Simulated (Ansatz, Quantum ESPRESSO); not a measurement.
# Bi2Se3 quintuple layer, 1 layer: the energy at a withheld member of a series

Method. Quantum ESPRESSO 7.5, PBE, GBRV ultrasoft. Cell and atoms are first relaxed; each strained cell is then held and the atoms relax in it. A periodic run with 15 Å of vacuum in the starting cell gives the vacuum levels, and bands follow along a path. The series steps biaxial strain. Energies count from the lowest.

```
biaxial strain  energy (eV)
          -4 %       0.1324
          -3 %       0.0731
          -2 %       0.0319
          -1 %       0.0078
           0 %       0.0000
           2 %       0.0298
           3 %       0.0659
           4 %       0.1151
```

**Question.** What is the energy at 1 %?

By hand: The rows at 0 % and 2 % give a slope of (0.0298 − (0.0000))/(2 − (0)) = 0.0149, so a straight line gives 0.0149 eV. A parabola through these and the row at -1 % gives 0.0073 eV.

What the calculation gave: 0.0076 eV. The line misses by +0.0073 and the parabola by −0.0003 eV. The parabola does better.

**Limits.** Semilocal gaps are too small; the 1×1 cell can't ripple over many cells under compression as a free sheet would. No spin-orbit coupling.

[Logs are printed without paths, hosts, clocks, repeated set-up lines and the standing remarks that a program may print on its own settings, such as how far it seeks lower states.]
